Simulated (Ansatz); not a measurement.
# The g tensor of Sr2Cu(PO4)2, calculated, part 2 of 2

What g values does Sr2Cu(PO4)2 have, along which axes, and how far do they hang on the level of theory? Measured values stand at the end.

Ansatz; PBEsol+U Cu 5 eV.

So far. Step 2 (Spin density and spin-orbit coupling): For S = 1/2 there is no zero-field splitting, so the direction energies aren't used.

### Step 3. The ladder

No level is known beforehand to be right for these quantities, so the functional, U, numerical settings and the positions are varied. All functionals run on PAW datasets made for PBE.

Times are on 4 threads of Arm Neoverse V2, shared host.

```
                                    run   mesh  time  moment (μB)      g₁      g₂      g₃  A_iso ⁶³Cu (MHz)  A_iso ¹⁷O (MHz)
                       PBEsol+U Cu 5 eV  3×3×3  54 s         1.00  2.0709  2.0762  2.2398            -280.7            -43.1
                                 PBEsol  3×3×3  48 s         1.00  2.0614  2.0668  2.2135            -299.1            -43.9
                                    LDA  3×3×3  21 s         1.00  2.0629  2.0691  2.2269            -252.5            -43.3
                       PBEsol+U Cu 3 eV  3×3×3  51 s         1.00  2.0663  2.0717  2.2275            -286.7            -43.6
                     PBEsol+U Cu 7.5 eV  3×3×3  53 s         1.00  2.0796  2.0849  2.2620            -275.0            -41.8
                                 r2SCAN  3×3×3  39 s         1.00       -       -       -            -338.9            -49.5
    PBEsol+U Cu 5 eV, relaxed positions  3×3×3  49 s         1.00  2.0697  2.0748  2.2368            -281.1            -44.5
         PBEsol+U Cu 5 eV, coarser mesh  2×2×2  41 s         1.00  2.0710  2.0764  2.2405            -280.2            -42.3
           PBEsol+U Cu 5 eV, finer mesh  5×5×4  84 s         1.00  2.0709  2.0762  2.2399            -280.7            -43.2
PBEsol+U Cu 5 eV, 50 % more empty bands  3×3×3  60 s         1.00  2.0706  2.0759  2.2388            -280.7            -43.1
        PBEsol+U Cu 5 eV, cutoff 750 eV  3×3×3  84 s         1.00  2.0708  2.0762  2.2398            -279.9            -43.1
        PBEsol+U Cu 5 eV, cutoff 350 eV  3×3×3  55 s         1.00  2.0705  2.0759  2.2387            -280.3            -42.9
     PBEsol+U Cu 5 eV, smearing 0.05 eV  3×3×3  58 s         1.00  2.0709  2.0762  2.2398            -280.7            -43.1
                          LDA+U Cu 5 eV  3×3×3  29 s         1.00  2.0712  2.0774  2.2521            -238.2            -42.9
                                  HSE06  2×2×2  57 s         1.00       -       -       -            -430.5            -47.9
```

### Step 4. A poor choice and what it does

One setting is now spoilt on purpose, to see whether the program objects and how far the results move.

input.yaml reads:

```yaml
crystal:
  lattice:
    - [5.825732, -2.566447, 0.0]
    - [5.825732, 2.566447, 0.0]
    - [-1.8832, 0.0, 6.408491]
  atoms:
    - { symbol: Sr, position: [0.829432, 0.829432, 0.783301] }
    - { symbol: Sr, position: [0.170568, 0.170568, 0.216699] }
    - { symbol: Cu, position: [0.5, 0.5, 0.5], spin: 1.0 }
    - { symbol: P, position: [0.142493, 0.142493, 0.710128] }
    - { symbol: P, position: [0.857507, 0.857507, 0.289872] }
    - { symbol: O, position: [0.271297, 0.271297, 0.858457] }
    - { symbol: O, position: [0.950318, 0.950318, 0.167651] }
    - { symbol: O, position: [0.049682, 0.049682, 0.832349] }
    - { symbol: O, position: [0.728703, 0.728703, 0.141543] }
    - { symbol: O, position: [0.375852, 0.885596, 0.563504] }
    - { symbol: O, position: [0.114404, 0.624148, 0.436496] }
    - { symbol: O, position: [0.624148, 0.114404, 0.436496] }
    - { symbol: O, position: [0.885596, 0.375852, 0.563504] }
magnetization:
  spin_polarized: true
kpoints:
  mp_grid: { grid: [3, 3, 3] }
scf:
  lower_state_search: "off"
  occupations: { method: fermi_dirac, width: 0.01 }
hamiltonian:
  xc: pbesol
  hubbard: [{ species: Cu, l: d, u_eff: 5 }]
output:
  efg:
    contact_densities: true
    quadrupole_moments_barn: { Sr: 0.305, Cu: -0.22, O: -0.02558 }
  forces: true
  eigenstates:
    nscf_kmesh: { grid: [3, 3, 3] }
    top_band: c75
    magnetocrystalline_anisotropy:
      directions: [[1, 0, 0], [0, 1, 0], [0, 0, 1], [1, 1, 0], [1, 0, 1], [0, 1, 1]]
basis:
  ecutwfc: 200
```

Launch:

```sh
$ ansatz run input.yaml --threads 4 --pin off --max-ram 9216MiB --backend cpu --events-out ev --progress --plain --runs-dir out
```

The log of the run:

```text
Warning: basis.ecutwfc = 200 eV is below the records' recommended 420 eV, and the density's cutoff is lower with it unless basis.ecutrho_ratio is high enough to keep the records' density cutoff: compare with a run at a higher cutoff
[...]
Crystal: 13 atoms, lattice volume = 191.632 Å³
Basis set: ecut = 200 eV, 1235 PW (Γ), exchange–correlation on 60×60×64 points (8 copies of the dense FFT grid, shifted against one another)
Bands: 62, of which v1, the nominal top of the filled ones, is band 49 counted from 1 (48 counted from 0)
Symmetry: 4 space group operations
[...]
k-points: 10 of 27
[...]
Starting moments: Σ|m| = 1 μB on 1 of 13 sites
[...]
atom   5  P      0.50951699     0.00000000    -0.62552918
  atom   6  O     -0.32319454     0.00000000     0.07213118
  atom   7  O      0.02231407     0.00000000     0.28403940
  atom   8  O     -0.02231407     0.00000000    -0.28403940
  atom   9  O      0.32319454     0.00000000    -0.07213118
  atom  10  O      0.96768474     0.68983354    -0.20960935
  atom  11  O     -0.96768474     0.68983354     0.20960935
  atom  12  O     -0.96768474    -0.68983354     0.20960935
  atom  13  O      0.96768474    -0.68983354    -0.20960935
  max |Σ_I F_I| component: 1.11e-16 eV/Å
[...]
atom   3  Cu V_zz =    +2.151877   η = 0.3912   by run symmetry: allowed   C_q = -11.4471 MHz
[...]
atom  12  O  V_zz =    +6.935046   η = 0.7534   by run symmetry: allowed   C_q = -4.2895 MHz
[...]
atom  13  O  V_zz =    +6.935046   η = 0.7534   by run symmetry: allowed   C_q = -4.2895 MHz
[...]
--- Band table (eV; the first three rows and the last of 20) ---
[...]
Occupation matrices written to <dir>
[key lines of the parts left out:]
SCF converged after 18 iterations
Magnetization: 0.3333 μB (48.6667 up, 48.3333 down)
Free energy (F): -19480.441381 eV
Fermi energy:    5.353834 eV
```

Wall time 40 s (4 threads of Arm Neoverse V2, shared host); peak memory 0.55 GiB.

The run ends with a warning (cutoff below recommended, filled band counts differ across k points, gradients without spin orbit), and it is unsound (the cutoff lies far under what the files want): the cell's moment is 0.33 μB where the sound run has 1.00. The fix: keep the cutoff that the datasets recommend.

### Step 5. Against experiment

```
                      quantity  measured             calculated               run                      agreement
mean of the principal g values  2.15 [1]  2.129 (2.127 relaxed)  PBEsol+U Cu 5 eV  86 % of the shift from 2.0023
```

[1] EPR powder spectra; “Study of one-dimensional nature of (Sr,Ba)2Cu(PO4)2 and BaCuP2O7 via 31P NMR” (2004; arxiv:cond-mat/0408530). In a concentrated magnet the measured line also shifts with demagnetisation and short-range order, most at low temperature and high field.

### Step 6. What came out

```
spin                : S = 1/2 on Cu (as for Cu²⁺ d⁹), 4 O at 1.96 Å
g                   : 2.0709, 2.0762, 2.2398
A_iso on Cu, atom 3 : -280.7 MHz (⁶³Cu), unsettled: -430.5 to -238.2 over the runs
A_iso on O, atom 10 : -43.1 MHz (¹⁷O)
A_iso on O, atom 6  : -1.5 MHz (¹⁷O), unsettled: -2.4 to -1.4 over the runs
A_iso on P, atom 4  : 1.4 MHz (³¹P), unsettled: -1.5 to 2.5 over the runs
```

As a paramagnet of local spins, Sr2Cu(PO4)2 has S = 1/2 on each ion and g = 2.0709, 2.0762, 2.2398 (PBEsol+U Cu 5 eV); the run puts the contact coupling on Cu at -281 MHz. Against experiment the mean of the principal g values is off by -0.021. The shift is positive: in a shell more than half full the orbital moment adds to the spin. One large and two small shifts mark a hole in the d(x²−y²) orbital of a flat or pyramidal site. The mean g shift is +0.112 at U = 0 eV, +0.120 at U = 3 eV, +0.127 at U = 5 eV and +0.140 at U = 7.5 eV. The changes tried in mesh, the number of bands, cutoff and smearing move g by 0.0011 at most. Over the first program's levels the principal g values move by up to 0.0485. The hybrid run has a coarser mesh, so its couplings may mix the effects of exchange and sampling. Relaxing moves the coupling on P (atom 4) from 1.4 to 2.4 MHz, so it isn't settled. Relaxing the positions moves the mean g by -0.0019. Orbital moments are counted in the atomic spheres alone, and such calculations usually give late ions like this one too small a g shift. The contact coupling of a d ion comes from core polarisation, which the Ansatz runs underestimate, at times by more than half, by the functional and perhaps by the program's treatment of the core; the orbital part of the hyperfine coupling isn't included. The parallel pattern is a device, not a claim about the crystal's order. In it the couplings also hold the fields sent by neighbouring ions, which cancel in part in other patterns, so they aren't those of a dilute ion.

Not shown: 1 run that was refused.

[Long decimals in the printed logs are rounded to 6 places.]

[Where a GPAW ground-state log is shown, its clock times and its lines on the Fermi level, the gap and the full list of levels were taken out.]

[Logs are printed without paths, hosts, clocks, repeated set-up lines and the standing remarks that a program may print on its own settings, such as how far it seeks lower states.]

[Hosts, paths, dates, database ids (printed as entryN), source tags and the programs' standing remarks are cut or masked in the printed files.]

[A later check with an all-electron program, on Mn²⁺ in one crystal, gave about the same coupling, so for Mn the shortfall against experiment is probably not the program's treatment of the core; other ions were not checked so.]
